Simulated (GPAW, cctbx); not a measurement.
## SbOs2: deformation density and structure factors from DFT

Question: by how much does bonding change the X-ray structure factors of SbOs2, how firmly does DFT give the change, and what does a routine refinement make of it?

The cell comes from substitution in a known structure type and wasn't matched to any measured phase. All numbers below are calculated.

## 1. Relax the structure

The density hangs on the geometry, so cell and atoms are relaxed first, with the symmetry held. The cutoff is set higher than for the density because stress converges slowly with plane waves.

Settings: GPAW 26.7.0, PBE, 570 eV, 7×7×7 k-points, Fermi–Dirac width 0.1 eV, BFGS to 0.03 eV/Å.

```text
cell
1.0
     2.983000000    0.000000000    0.000000000
     0.000000000   -4.193000000    0.000000000
    -1.491500000    2.096500000   -4.520500000
Os Sb
2 1
Direct
0.665600000 0.665600000 0.331200000
0.334400000 0.334400000 0.668800000
0.000000000 0.000000000 0.000000000
```

```console
$ OMP_NUM_THREADS=1 mpirun -n 4 gpaw python run.py > gpaw.log
```

```text
BFGS:    0      -23.615667        3.142052
BFGS:    1      -23.929023        2.568173
BFGS:    2      -24.366496        1.017303
BFGS:    3      -24.388162        0.620377
...
BFGS:    8      -24.478036        0.253425
BFGS:    9      -24.480575        0.097772
BFGS:   10      -24.480999        0.029546
cell  2.9553 4.0580 4.8351  114.81 107.80 90.00
volume 49.561 A^3, largest force 0.017 eV/A, largest stress 0.29 GPa
```

The cell moved far, while the k-mesh and basis were chosen for the start, so the final shape may be somewhat biased.

After 10 steps the volume has changed by -12.3 % and the energy by -0.865 eV; the largest stress left is 0.29 GPa. It took 3.5 min on 4 cores of Intel(R) Xeon(R) Platinum 8488C (Sapphire Rapids) (shared host), peak memory 1.2 GiB.

Relaxed structure: Immm (no. 71), a = 2.9553 Å, b = 4.0580 Å, c = 8.2650 Å, α = 90.00°, β = 90.00°, γ = 90.00°.

| atom | mult. | x | y | z |
| --- | --- | --- | --- | --- |
| Os1 | 4 | 0 | 0 | 0.3194 |
| Sb1 | 2 | 0 | 0 | 0 |

## 2. Density and charge transfer

X-rays see the whole electron density, so the PAW density is rebuilt with its core regions. Subtracting spherical free atoms from the same code cancels the cores and leaves the deformation density Δρ, the part due to bonding.

Settings: PBE, 450 eV, 8×8×8 k-points, Fermi–Dirac width 0.1 eV; primitive cell of 3 atoms.

```console
$ OMP_NUM_THREADS=1 mpirun -n 4 gpaw python run.py > gpaw.log
```

```text
|iter:   1|       0s |  -24.713902 | +0.54 |       |
|iter:   2|       2s |  -24.649594 | -1.83 | -1.44 |
|iter:   3|       4s |  -24.390205 | -1.80 | -1.48 |
...
|iter:   7|      11s |  -24.381821c| -5.45 | -3.68 |
|iter:   8|      13s |  -24.381823c| -6.43 | -4.24c|
|iter:   9|      14s |  -24.381823c| -7.54c| -4.65c|
```

```text
gpts.py:43: UserWarning: Initial realspace grid (15,20,24) inconsistent with symmetries.
gpts.py:43: UserWarning: Initial realspace grid (15,20,24) inconsistent with symmetries.
gpts.py:43: UserWarning: Initial realspace grid (15,20,24) inconsistent with symmetries.
gpts.py:43: UserWarning: Initial realspace grid (15,20,24) inconsistent with symmetries.
gpts.py:70: UserWarning: Using symmetrized grid: (24,24,24).
gpts.py:70: UserWarning: Using symmetrized grid: (24,24,24).
gpts.py:70: UserWarning: Using symmetrized grid: (24,24,24).
gpts.py:70: UserWarning: Using symmetrized grid: (24,24,24).
grid (48, 48, 48)  electrons 203.000  moved by bonding 0.615 e
deformation density beyond 0.5 A of the nuclei: max 0.180, min -0.143 e/A^3
atom        x       y       z   Voronoi charge  moment
Os1    0.3194  0.3194  0.6388     -0.099       0.00
Os2    0.6806  0.6806  0.3612     -0.099       0.00
Sb3    0.0000  0.0000  0.0000      0.199       0.00
mean inner potential of superposed free atoms 33.354 V
total magnetic moment 0.000 muB
```

Deformation density in a plane through the shortest contact of the Os atom at the origin, in 0.01 e/Å³ (clipped at ±99); x from -1.6 to 4.2 Å, y from 2.4 down to -2.4 Å:

```text
  .   .  -4   3   4  -3   .   .   .  -5   1   4  -1  -6   .   .
 -1  -3  -4   2   3  -1  -2 -10   1  -2   2   4   1  -1   0 -10
 -5  -5  -1   2   4   5   2  -4  -4   0   2   3   2  -1  -5  -3
  1   1   1   0   1   6   7   3   1   1   0  -1   0   1   1   4
  3   2  -1  -4  -6   0   2   3   2  -2  -5  -5  -5   0   3   3
  4   2  -2   2   .  -4  -2   2   3  -4  -2   .  -4  -2   4   1
  4   2  -5   .   .   .  -4   2   4  -4   .   .   .  -2   5   0
  4   2  -2   2   .  -4  -2   2   3  -4  -2   .  -4  -2   4   1
  3   3  -1  -4  -6   0   2   3   3  -1  -5  -5  -5   0   3   3
  1   1   1   0   1   6   7   3   1   1   0  -1   0   1   1   4
 -5  -5  -1   2   4   4   2  -4  -4   0   2   3   2  -1  -5  -3
 -1  -3  -4   2   3  -1  -2 -10   1  -2   2   4   0  -1   0 -10
  .   .  -4   3   3  -4   .   .   .  -5   1   4  -1  -6   .   .
```

Atoms in or within 0.15 Å of the plane: Os (0.0, 0.0), Sb (2.6, 0.0) Å. Dots mark points within about 0.45 Å of a nucleus; large values next to them are atomic features.

Os gains most (-0.10 e) and Sb loses most (+0.20 e), as electronegativity suggests. Such charges fall far short of formal ones, since overlapping free atoms already put density on their neighbours. Along the shortest contact from the Os atom at the map's origin, Os–Sb at 2.64 Å, Δρ is +0.05 e/Å³ at the midpoint: little piles up between the atoms. At the midpoints of other shortest contacts it is +0.07 (Os–Os, 2.76 Å) and -0.02 (Sb–Sb, 2.96 Å) e/Å³. Point values carry grid noise of about 0.01 e/Å³. The run needed 9 iterations, 26 s.

## 3. From the density to structure factors

The Fourier components of Δρ, added to those of the free atoms, give the static X-ray structure factors; the Mott–Bethe relation turns them into the Fourier components V of the potential that fast electrons feel.

```text
static structure factors of the conventional cell: F in electrons, V (Mott-Bethe) in volts
   h  k  l      d  |F| table  |F| free   |F| DFT   change   |V| free  |V| DFT  change %
   0  0  2  4.1325    89.047    88.961    89.484    0.523     3.568    3.155    -11.6
   0  1  1  3.6426    26.991    26.926    27.196    0.270     0.302    0.468     54.9
   1  0  1  2.7828    26.790    26.722    26.794    0.072     0.103    0.129     25.0
   1  1  0  2.3889   334.936   334.772   334.576   -0.196    18.798   18.849      0.3
   0  1  3  2.2793   322.180   321.978   321.396   -0.582    17.689   17.829      0.8
   1  1  2  2.0682    80.166    79.958    79.829   -0.129     2.675    2.700      1.0
   0  0  4  2.0663    34.766    34.825    34.903    0.078     2.877    2.861     -0.5
   0  2  0  2.0290   319.815   319.479   319.113   -0.367    16.471   16.541      0.4
   1  0  3  2.0152   310.842   310.513   309.969   -0.544    15.979   16.082      0.6
   0  2  2  1.8213    77.716    77.462    77.302   -0.160     2.457    2.481      1.0
   1  2  1  1.6395    25.416    25.261    25.098   -0.163     0.146    0.166     13.9
   1  1  4  1.5628    30.380    30.417    30.397   -0.020     2.143    2.146      0.1
   0  1  5  1.5309   112.877   112.585   112.355   -0.230     3.747    3.771      0.7
   2  0  0  1.4776   285.075   284.666   284.666   -0.000    12.251   12.251      0.0
```

The largest X-ray change is -0.58 e on 013, 0.2 % of |F|. For electrons V goes as (Z − F)/g², so a change of F counts against Z − F, which is small at low angle and wherever the atoms' terms cancel: |V| of 011 moves by +54.9 % (0.30 to 0.47 V) against +1.0 % in |F|. The last three rows still change by up to 0.23 e; the table stops while the angles are still low. The tabulated Hartree–Fock atoms differ from the free DFT atoms by up to 0.41 e, so the choice of reference atom matters too.

## 4. The functional ladder

The same geometry is run with other functionals, to see whether the bonding signal is larger than the spread between approximations. Free atoms are LDA for LDA and PBE otherwise. Any other changed setting is in the row's label.

```csv
run,ΔF 013 (e),ΔF 103 (e),ΔF 002 (e),q(Os) (e),moved (e),time
PBE,-0.582,-0.544,+0.523,-0.099,0.615,26 s
LDA,-0.562,-0.546,+0.523,-0.098,0.587,28 s
RPBE,-0.580,-0.533,+0.534,-0.102,0.631,29 s
```

At the base's settings ΔF(013) spans -0.582 to -0.562 e, a spread of 3 % of the PBE value; over the three listed reflections the spread is at most 3 %, so sign and size hold across the functionals. The run marked unsound (too few SCF iterations) gave no density. Times are from shared hosts.

## 5. What a spherical-atom refinement makes of it

Routine crystallography fits spherical atoms. To see the bias, intensities are simulated from tabulated atoms plus the DFT change ΔF, so that bonding alone can misfit (3244 reflections of the full sphere, merged to the counts below, to 0.4 Å, 1.5 % proportional noise plus counting noise, assumed isotropic U as listed, Δρ smeared by the mean U) and refined with cctbx over different ranges.

| range | data | R1 | GooF | U Os1 (true 0.0054) | U Sb1 (true 0.0063) | largest shift (Å) | Δρ max, min (e/Å³) |
| --- | --- | --- | --- | --- | --- | --- | --- |
| all data | 496 | 0.0049 | 0.94 | 0.0054 | 0.0063 | 0.0001 | 0.87, -0.89 |
| low resolution, d > 0.84 | 65 | 0.0042 | 1.00 | 0.0055 | 0.0063 | 0.0001 | 0.53, -0.31 |
| high order, d < 0.75 | 408 | 0.0053 | 0.93 | 0.0054 | 0.0063 | 0.0000 | 0.80, -0.65 |
| occupancies free, d > 0.7 | 105 | 0.0041 | 0.97 | 0.0054 | 0.0064 | 0.0001 | 0.65, -0.41 |

With all data GooF is 0.94, so at this noise the bonding hardly shows; the top residual peak, near noise level, lies 2.03 Å from Sb and 2.03 Å from Sb. No U is off by more than 3 s.u. at low resolution. With Os1 held at 1 and the scale free, the other occupancies refine to Sb1 1.001(0.002), within three s.u. of full.

## 6. Answer

Bonding moves 0.61 e in the primitive cell of SbOs2 and changes the structure factors of the conventional cell in the table above by at most 0.58 e (013, 0.2 %), and among reflections above 2 % of the strongest by up to 1.0 % (011). The shortest bond, Os–Sb, has Δρ = +0.05 e/Å³ at its midpoint. At the base's settings ΔF(013) spans -0.582 to -0.562 e, a spread of 3 % of the PBE value; over the three listed reflections the spread is at most 3 %, so sign and size hold across the functionals. With all data GooF is 0.94, so at this noise the bonding hardly shows. Limits: static density, frozen cores, no spin–orbit coupling.

[Outputs are excerpts: Python notices, other lines and further rows are left out; steps that failed or that the build refused (PBEsol, TPSS) are not shown.]

[Logs are printed without paths, hosts, clocks, repeated set-up lines and the standing remarks that a program may print on its own settings, such as how far it seeks lower states.]
